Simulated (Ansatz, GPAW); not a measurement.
# A 9-layer slab of Cu(100): work function by functional and basis, part 2 of 3

Aim: the work function of both faces of a 9-layer slab of Cu(100), and its spread over functionals and bases.

GPAW 26.7.0 and Ansatz 0.2.0; Ansatz plane waves; slab in vacuum with a dipole correction, relaxation (the session's first sound run).

So far, upper work function (eV): step 2 (relaxing the atoms) 4.55.

## Step 3: The slab's potential

With the geometry fixed, the planar mean of the potential gives the vacuum level on each side.

This step: GPAW, PAW setups; slab in vacuum (GPAW 26.7.0).

The input, run.py:

```python
import json
import numpy as np
from ase import Atoms
from gpaw import GPAW, PW

slab = Atoms(
    ['Cu', 'Cu', 'Cu', 'Cu', 'Cu', 'Cu', 'Cu', 'Cu', 'Cu'],
    positions=[
        [0.00000, 0.00000, 8.00000],
        [1.27633, 1.27633, 9.80500],
        [0.00000, 0.00000, 11.61000],
        [1.27633, 1.27633, 13.41500],
        [0.00000, 0.00000, 15.24294],
        [1.27633, 1.27633, 17.06976],
        [-0.00000, 0.00000, 18.89870],
        [1.27633, 1.27633, 20.73121],
        [-0.00000, 0.00000, 22.50458]],
    cell=[[2.55266, 0.0, 0.0], [0.0, 2.55266, 0.0], [0.0, 0.0, 30.44]],
    pbc=[True, True, False])

slab.calc = GPAW(mode=PW(400), xc='PBE', kpts={'size': (12, 12, 1), 'gamma': True},
                 occupations={'name': 'fermi-dirac', 'width': 0.1}, nbands='160%',
                 convergence={'density': 1e-05}, maxiter=200,
                 poissonsolver={'dipolelayer': 'xy'},
                 symmetry={'tolerance': 1e-3}, txt='slab.txt')
result = {}
energy = slab.get_potential_energy()
fermi = slab.calc.get_fermi_level()
v = slab.calc.get_electrostatic_potential().mean((0, 1)) - fermi
n = slab.calc.get_pseudo_density().mean((0, 1))
L = slab.cell[2, 2]
z = np.arange(len(v)) * L / len(v)
low, high = slab.positions[:, 2].min(), slab.positions[:, 2].max()
below, above = np.interp([low - 5.8, high + 5.8], z, v)
slopes = [np.interp(x, z, np.gradient(v, z)) for x in (low - 5.8, high + 5.8)]
eps = np.array([[slab.calc.get_eigenvalues(k, s) for k in range(len(slab.calc.get_ibz_k_points()))]
                for s in range(slab.calc.get_number_of_spins())]) - fermi
top, bottom = eps[eps < 0].max(), eps[eps > 0].min()
dipole = slab.get_dipole_moment()[2]
print(f'energy {energy:.4f} eV, Fermi level {fermi:.4f} eV, dipole {dipole:.5f} e A')
print(f'potential 5.8 A off the faces, from the Fermi level: lower {below:.4f} eV, upper {above:.4f} eV')
print(f'slope of the potential there: lower {slopes[0]:.5f}, upper {slopes[1]:.5f} eV/A')
print(f'nearest levels on the mesh: {top:.4f} and {bottom:.4f} eV')
print('magnetic moment', round(slab.get_magnetic_moment(), 3))
result.update(energy=energy, fermi=fermi, dipole=dipole, below=below, above=above, slopes=slopes, edges=[top, bottom],
              z=z.tolist(), v=v.tolist(), n=n.tolist(), positions=slab.positions.tolist(),
              forces=slab.get_forces(apply_constraint=False).tolist(), moments=slab.get_magnetic_moments().tolist())
json.dump(result, open('result.json', 'w'))
```

Launch:

```console
> OMP_NUM_THREADS=1 OPENBLAS_NUM_THREADS=1 python run.py
```

Log:

```text
energy -30.7006 eV, Fermi level 2.2346 eV, dipole 0.00056 e A
potential 5.8 A off the faces, from the Fermi level: lower 4.5549 eV, upper 4.5381 eV
slope of the potential there: lower -0.00004, upper 0.00019 eV/A
nearest levels on the mesh: -0.0211 and 0.0131 eV
magnetic moment 0.0
```

The job ended after 13 min (1 thread of Arm Neoverse N1, shared host; peak memory 0.33 GiB).

Numbers from this step:

```
dipole along the normal                    : 5.57e-4 e·Å
levels nearest the Fermi level on the mesh : -0.02106, 0.01313 eV from the Fermi level
upper work function                        : 4.538 eV
lower work function                        : 4.555 eV
```

The electrostatic potential energy of an electron (without an applied field's), less the Fermi level, planar mean oscillates, so the rows of the table below give means over windows of 1.8 Å about each position, cut where the curve ends. Its maxima inside the range that stand out by 2 % of the span (Å: eV): 8.9: -1.56, 10.7: -1.67, 12.5: -1.69, 14.4: -1.49, 16.2: -1.45, 18.0: -1.43, 19.8: -1.46, 21.7: -1.89. Its minima: 8.0: -15.8, 9.8: -16.1, 11.6: -16.1, 13.4: -16.1, 15.2: -16.0, 17.1: -15.9, 18.9: -16.0, 20.7: -16.1, 22.5: -15.9.

The electrostatic potential energy of an electron (without an applied field's), less the Fermi level, planar mean by z; means over each step:

```
z (Å)  electrostatic potential energy of an electron (without an applied field's), less the Fermi level, planar mean (eV)
 0.90                                                                                                                4.55
 2.70                                                                                                                4.55
 4.50                                                                                                                4.54
 6.30                                                                                                                3.53
 8.10                                                                                                               -7.73
 9.90                                                                                                               -8.13
11.70                                                                                                               -8.11
13.50                                                                                                               -8.06
15.30                                                                                                               -8.03
17.10                                                                                                               -8.03
18.90                                                                                                               -8.02
20.70                                                                                                               -8.13
22.50                                                                                                               -7.67
24.30                                                                                                                3.73
26.10                                                                                                                4.53
27.90                                                                                                                4.54
29.70                                                                                                                4.54
```

The pseudo valence density, planar mean oscillates, so the rows of the table below give means over windows of 1.8 Å about each position, cut where the curve ends. Its maxima inside the range that stand out by 2 % of the span (Å: e/Å³): 8.0: 2.10, 9.7: 2.02, 11.6: 2.12, 13.3: 1.98, 15.2: 2.11, 17.1: 2.08, 18.8: 2.01, 20.7: 2.12, 22.4: 1.98. Its minima: 8.9: 0.305, 10.8: 0.312, 12.5: 0.307, 14.4: 0.297, 16.1: 0.305, 18.0: 0.295, 19.9: 0.297, 21.6: 0.321.

Table of pseudo valence density, planar mean by z; means over each step:

| z (Å) | pseudo valence density, planar mean (e/Å³) |
| --- | --- |
| 2.70 | 4.3e-6 |
| 4.50 | 3.9e-4 |
| 6.30 | 0.0394 |
| 8.10 | 0.917 |
| 9.90 | 0.936 |
| 11.70 | 0.937 |
| 13.50 | 0.934 |
| 15.30 | 0.933 |
| 17.10 | 0.933 |
| 18.90 | 0.932 |
| 20.70 | 0.936 |
| 22.50 | 0.911 |
| 24.30 | 0.0311 |
| 26.10 | 3.1e-4 |
| 27.90 | 4.1e-6 |

Force by atom:

```
atom  x (eV/Å)  y (eV/Å)  z (eV/Å)   size
 Cu1     0.000     0.000     0.047  0.047
 Cu2     0.000     0.000    -0.217  0.217
 Cu3     0.000     0.000     0.006  0.006
 Cu4     0.000     0.000     0.100  0.100
 Cu5     0.000     0.000     0.000  0.000
 Cu6     0.000     0.000    -0.002  0.002
 Cu7     0.000     0.000     0.001  0.001
 Cu8     0.000     0.000    -0.009  0.009
 Cu9     0.000     0.000     0.068  0.068
```

The potential is flat to 1.9e-4 eV/Å where it is read, so the vacuum is wide enough. The geometry is the other program's minimum; here the largest force on a free atom is 0.068 eV/Å.

## Step 4: Self-consistent run: xc = "vdW-DF2"

The same geometry under vdW-DF2, to see how far the functional moves the levels against the vacuum (the van der Waals functionals take revPBE setups).

Changes to run.py since step 3:

```diff
@@ -20,3 +20,3 @@
 
-slab.calc = GPAW(mode=PW(400), xc='PBE', kpts={'size': (12, 12, 1), 'gamma': True},
+slab.calc = GPAW(mode=PW(400), xc='vdW-DF2', kpts={'size': (12, 12, 1), 'gamma': True},
                  occupations={'name': 'fermi-dirac', 'width': 0.1}, nbands='160%',
```

Log:

```text
energy -533.7101 eV, Fermi level 2.1567 eV, dipole 0.00055 e A
potential 5.8 A off the faces, from the Fermi level: lower 4.9154 eV, upper 4.8985 eV
slope of the potential there: lower -0.00051, upper 0.00047 eV/A
nearest levels on the mesh: -0.0042 and 0.0646 eV
magnetic moment 0.0
```

Elapsed: 19 min, on 1 thread; peak memory 0.43 GiB.

This step gave:

```
dipole along the normal                    : 5.51e-4 e·Å
levels nearest the Fermi level on the mesh : -0.004193, 0.06456 eV from the Fermi level
upper work function                        : 4.899 eV
lower work function                        : 4.915 eV
```

The electrostatic potential energy of an electron (without an applied field's), less the Fermi level, planar mean oscillates, so the rows of the table below give means over windows of 1.8 Å about each position, cut where the curve ends. Its maxima inside the range that stand out by 2 % of the span (Å: eV): 8.9: -1.83, 10.7: -1.94, 12.5: -1.95, 14.4: -1.75, 16.2: -1.70, 18.0: -1.69, 19.8: -1.72, 21.7: -2.16. Its minima: 8.0: -15.8, 9.8: -16.2, 11.6: -16.2, 13.4: -16.2, 15.2: -16.1, 17.1: -16.0, 18.9: -16.1, 20.7: -16.2, 22.5: -15.9.

The electrostatic potential energy of an electron (without an applied field's), less the Fermi level, planar mean by z; means over each step:

```
z (Å)  electrostatic potential energy of an electron (without an applied field's), less the Fermi level, planar mean (eV)
 0.90                                                                                                                4.91
 2.70                                                                                                                4.91
 4.50                                                                                                                4.90
 6.30                                                                                                                3.78
 8.10                                                                                                               -7.79
 9.90                                                                                                               -8.31
11.70                                                                                                               -8.28
13.50                                                                                                               -8.23
15.30                                                                                                               -8.19
17.10                                                                                                               -8.20
18.90                                                                                                               -8.19
20.70                                                                                                               -8.30
22.50                                                                                                               -7.72
24.30                                                                                                                4.00
26.10                                                                                                                4.89
27.90                                                                                                                4.90
29.70                                                                                                                4.90
```

The pseudo valence density, planar mean oscillates, so the rows of the table below give means over windows of 1.8 Å about each position, cut where the curve ends. Its maxima inside the range that stand out by 2 % of the span (Å: e/Å³): 8.0: 2.11, 9.7: 2.03, 11.6: 2.12, 13.3: 1.99, 15.2: 2.12, 17.1: 2.09, 18.8: 2.02, 20.7: 2.13, 22.4: 1.99. Its minima: 8.9: 0.299, 10.8: 0.306, 12.5: 0.301, 14.4: 0.292, 16.1: 0.299, 18.0: 0.289, 19.9: 0.291, 21.6: 0.315.

Table of pseudo valence density, planar mean by z; means over each step:

z (Å), pseudo valence density, planar mean (e/Å³) and a bar:
```
     2.70       0.00 
     4.50       0.00 
     6.30       0.04 #
     8.10       0.92 #############################
     9.90       0.94 ##############################
    11.70       0.94 ##############################
    13.50       0.93 ##############################
    15.30       0.93 ##############################
    17.10       0.93 ##############################
    18.90       0.93 ##############################
    20.70       0.94 ##############################
    22.50       0.91 #############################
    24.30       0.03 #
    26.10       0.00 
    27.90       0.00
```

Force by atom:

```
atom  x (eV/Å)  y (eV/Å)  z (eV/Å)   size
 Cu1     0.000     0.000    -0.633  0.633
 Cu2     0.000     0.000    -0.191  0.191
 Cu3     0.000     0.000     0.006  0.006
 Cu4     0.000     0.000     0.117  0.117
 Cu5     0.000     0.000     0.000  0.000
 Cu6     0.000     0.000     0.001  0.001
 Cu7     0.000     0.000     0.005  0.005
 Cu8     0.000     0.000    -0.073  0.073
 Cu9     0.000     0.000     0.766  0.766
```

The upper face's work function is 4.899 eV, against 4.538 eV in the first plane-wave PBE run at this geometry.

## Step 5: Self-consistent run: xc = "revPBE"

The same geometry under revPBE, to see how far the functional moves the levels against the vacuum.

Changes to run.py since step 4:

```diff
@@ -20,3 +20,3 @@
 
-slab.calc = GPAW(mode=PW(400), xc='vdW-DF2', kpts={'size': (12, 12, 1), 'gamma': True},
+slab.calc = GPAW(mode=PW(400), xc='revPBE', kpts={'size': (12, 12, 1), 'gamma': True},
                  occupations={'name': 'fermi-dirac', 'width': 0.1}, nbands='160%',
```

Log:

```text
energy -27.1999 eV, Fermi level 2.3633 eV, dipole 0.00054 e A
potential 5.8 A off the faces, from the Fermi level: lower 4.3987 eV, upper 4.3827 eV
slope of the potential there: lower -0.00025, upper 0.00018 eV/A
nearest levels on the mesh: -0.0261 and 0.0134 eV
magnetic moment 0.0
```

Elapsed: 14 min, on 1 thread; peak memory 0.33 GiB.

Numbers from this step:

```yaml
dipole_along_the_normal: 5.38e-4 e·Å
levels_nearest_the_fermi_level_on_the_mesh: -0.02610, 0.01343 eV from the Fermi level
upper_work_function: 4.383 eV
lower_work_function: 4.399 eV
```

The electrostatic potential energy of an electron (without an applied field's), less the Fermi level, planar mean oscillates, so the rows of the table below give means over windows of 1.8 Å about each position, cut where the curve ends. Its maxima inside the range that stand out by 2 % of the span (Å: eV): 8.9: -1.69, 10.7: -1.80, 12.5: -1.82, 14.4: -1.61, 16.2: -1.57, 18.0: -1.55, 19.8: -1.58, 21.7: -2.02. Its minima: 8.0: -15.9, 9.8: -16.2, 11.6: -16.2, 13.4: -16.2, 15.2: -16.1, 17.1: -16.0, 18.9: -16.1, 20.7: -16.2, 22.5: -16.0.

The electrostatic potential energy of an electron (without an applied field's), less the Fermi level, planar mean by z; means over each step:

z (Å), electrostatic potential energy of an electron (without an applied field's), less the Fermi level, planar mean (eV) and a bar from the least value:
```
     0.90        4.4 ##############################
     2.70        4.4 ##############################
     4.50        4.4 ##############################
     6.30        3.4 ############################
     8.10       -7.8 #
     9.90       -8.2 
    11.70       -8.2 
    13.50       -8.2 
    15.30       -8.1 
    17.10       -8.1 
    18.90       -8.1 
    20.70       -8.2 
    22.50       -7.8 #
    24.30        3.6 ############################
    26.10        4.4 ##############################
    27.90        4.4 ##############################
    29.70        4.4 ##############################
```

The upper face's work function is 4.383 eV, against 4.538 eV in the first plane-wave PBE run at this geometry.

## Step 6: Self-consistent run: xc = "LDA"

The same geometry under LDA, to see how far the functional moves the levels against the vacuum.

Changes to run.py since step 5:

```diff
@@ -20,3 +20,3 @@
 
-slab.calc = GPAW(mode=PW(400), xc='revPBE', kpts={'size': (12, 12, 1), 'gamma': True},
+slab.calc = GPAW(mode=PW(400), xc='LDA', kpts={'size': (12, 12, 1), 'gamma': True},
                  occupations={'name': 'fermi-dirac', 'width': 0.1}, nbands='160%',
```

Log:

```text
energy -38.9672 eV, Fermi level 1.8280 eV, dipole 0.00054 e A
potential 5.8 A off the faces, from the Fermi level: lower 4.9159 eV, upper 4.8997 eV
slope of the potential there: lower -0.00019, upper 0.00014 eV/A
nearest levels on the mesh: -0.0130 and 0.0083 eV
magnetic moment 0.0
```

Wall time 16 min (1 thread); peak memory 0.33 GiB.

This step gave:

* levels nearest the Fermi level on the mesh: -0.01301, 0.008290 eV from the Fermi level
* upper work function: 4.900 eV
* lower work function: 4.916 eV

The electrostatic potential energy of an electron (without an applied field's), less the Fermi level, planar mean oscillates, so the rows of the table below give means over windows of 1.8 Å about each position, cut where the curve ends. Its maxima inside the range that stand out by 2 % of the span (Å: eV): 8.9: -1.08, 10.7: -1.19, 12.5: -1.21, 14.4: -1.01, 16.2: -0.966, 18.0: -0.951, 19.8: -0.983, 21.7: -1.41. Its minima: 8.0: -15.4, 9.8: -15.7, 11.6: -15.7, 13.4: -15.7, 15.2: -15.6, 17.1: -15.5, 18.9: -15.6, 20.7: -15.7, 22.5: -15.5.

Electrostatic potential energy of an electron (without an applied field's), less the Fermi level, planar mean against z; means over each step:

```
z (Å)  electrostatic potential energy of an electron (without an applied field's), less the Fermi level, planar mean (eV)
 0.90                                                                                                                4.92
 2.70                                                                                                                4.92
 4.50                                                                                                                4.91
 6.30                                                                                                                3.92
 8.10                                                                                                               -7.30
 9.90                                                                                                               -7.68
11.70                                                                                                               -7.66
13.50                                                                                                               -7.62
15.30                                                                                                               -7.59
17.10                                                                                                               -7.59
18.90                                                                                                               -7.58
20.70                                                                                                               -7.68
22.50                                                                                                               -7.25
24.30                                                                                                                4.12
26.10                                                                                                                4.89
27.90                                                                                                                4.90
29.70                                                                                                                4.90
```

The upper face's work function is 4.900 eV, against 4.538 eV in the first plane-wave PBE run at this geometry.

## Step 7: OptPBE vdW: xc = "optPBE-vdW"

The same geometry under optPBE-vdW, to see how far the functional moves the levels against the vacuum (the van der Waals functionals take revPBE setups).

Changes to run.py since step 6:

```diff
@@ -20,3 +20,3 @@
 
-slab.calc = GPAW(mode=PW(400), xc='LDA', kpts={'size': (12, 12, 1), 'gamma': True},
+slab.calc = GPAW(mode=PW(400), xc='optPBE-vdW', kpts={'size': (12, 12, 1), 'gamma': True},
                  occupations={'name': 'fermi-dirac', 'width': 0.1}, nbands='160%',
```

Log:

```text
energy -126.4911 eV, Fermi level 2.1861 eV, dipole 0.00049 e A
potential 5.8 A off the faces, from the Fermi level: lower 4.7095 eV, upper 4.6945 eV
slope of the potential there: lower -0.00027, upper 0.00021 eV/A
nearest levels on the mesh: -0.0039 and 0.0047 eV
magnetic moment 0.0
```

Elapsed: 13 min, on 1 thread; peak memory 0.43 GiB.

This step gave:

| Item | Value |
| --- | --- |
| dipole along the normal | 4.93e-4 e·Å |
| levels nearest the Fermi level on the mesh | -0.003944, 0.004746 eV from the Fermi level |
| upper work function | 4.695 eV |
| lower work function | 4.709 eV |

The upper face's work function is 4.695 eV, against 4.538 eV in the first plane-wave PBE run at this geometry.

(Part 2 of 3 ends here.)

[Logs are printed without paths, hosts, clocks, repeated set-up lines and the standing remarks that a program may print on its own settings, such as how far it seeks lower states.]

[Hosts, paths, dates, database ids (printed as entryN), source tags and the programs' standing remarks are cut or masked in the printed files.]
